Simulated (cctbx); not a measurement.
## What is wrong with this refinement?

Cell a = 10.8160 Å, b = 10.8160 Å, c = 3.3090 Å, α = 90.00°, β = 90.00°, γ = 90.00°; space group P4/mbm (no. 127).

The data are simulated with cctbx, not measured: Mo Kα, λ = 0.71073 Å, to d = 0.8 Å, 95 % of the full sphere, strongest reflection 5000 counts, noise from counting, a 3 % proportional error and a noise floor of 4 counts (s.d.); no absorption, and some extinction, which the refinements don't model.

An anisotropic refinement with weights 1/σ² prints:

```text
Rint 0.048, 252 unique reflections to 0.80 A
cycle     R1     wR2    GooF  max shift (A)
   1  0.0282  0.0598   2.384   0.00061
   2  0.0259  0.0563   2.246   0.00000
final R1 0.0259 wR2 0.0563 GooF 2.246  parameters 15  data/parameter 16.8
atom        x        y        z      Ueq    occ   su(xyz)  su(Uiso or U11)
Pb1    0.67352  0.82648  0.00000   0.0090  1.000  0.00004  0.0003
Zr1    0.93008  0.78702  0.50000   0.0104  1.000  0.00012  0.0007
Zr2    0.00000  0.50000  0.50000   0.0134  1.000  0.00000  0.0008
Cr1    0.00000  0.00000  0.00000   0.0172  1.000  0.00000  0.0015
difference map: max 9.41 min -0.81 rms 0.41
Q1    0.1277  0.3723  0.0000    4    9.45  2.47 A from Zr1
Q2    0.0951  0.8579  0.0000    8    0.78  1.85 A from Cr1
Q3    0.1995  0.3005  0.0000    4    0.75  1.94 A from Pb1
Q4    0.0393  0.6193  0.0000    8    0.73  1.57 A from Pb1
Q5    0.1034  0.2842  0.1876   16    0.73  1.34 A from Zr1
Q6    0.1906  0.1865  0.5000    8    0.67  1.34 A from Zr1
```

Q: Accept it or mend it, and why?

Mend it. The fault: an atom left out, B at (0.8748, 0.6252, 0). Against the right model at the same level, R1 goes from 0.0113 to 0.0259 and GooF from 0.94 to 2.25 and the top difference peak, 9.4 e/Å³, lies 2.47 Å from Zr1. Q1 is the missing atom. With scattering power missing, scale and phases suffer, so peaks may also grow on the heavy atoms.

The compound is Zr5CrB2Pb2. The right model at the same level gives:

```text
Rint 0.048, 252 unique reflections to 0.80 A
cycle     R1     wR2    GooF  max shift (A)
   1  0.0149  0.0308   1.241   0.00742
   2  0.0113  0.0234   0.943   0.00003
final R1 0.0113 wR2 0.0234 GooF 0.943  parameters 19  data/parameter 13.3
atom        x        y        z      Ueq    occ   su(xyz)  su(Uiso or U11)
Pb1    0.67349  0.82651  0.00000   0.0091  1.000  0.00002  0.0001
Zr1    0.93006  0.78695  0.50000   0.0106  1.000  0.00005  0.0003
Zr2    0.00000  0.50000  0.50000   0.0136  1.000  0.00000  0.0003
Cr1    0.00000  0.00000  0.00000   0.0172  1.000  0.00000  0.0006
B1     0.87354  0.62646  0.00000   0.0208  1.000  0.00069  0.0030
difference map: max 0.81 min -0.85 rms 0.20
Q1    0.0938  0.8565  0.0000    8    0.83  1.85 A from Cr1
Q2    0.0377  0.6198  0.0000    8    0.74  1.58 A from Pb1
Q3    0.0841  0.1457  0.0000    8    0.68  1.81 A from Zr1
Q4    0.1810  0.8040  0.5000    8    0.64  1.41 A from Zr1
Q5    0.0076  0.2888  0.0000    8    0.59  1.58 A from B1
Q6    0.0496  0.2269  0.0000    8    0.56  1.68 A from Zr1
```

Isotropic U is held between 0.0001 and 1 Å² by the program, and listed peak heights are interpolated, so they can pass the grid's maximum.

The model was made for the exercise: a known structure type with other elements put in, its volume estimated, not relaxed; displacement parameters are assumed.

[Middle refinement cycles are left out of these outputs.]

[Logs are printed without paths, hosts, clocks, repeated set-up lines and the standing remarks that a program may print on its own settings, such as how far it seeks lower states.]
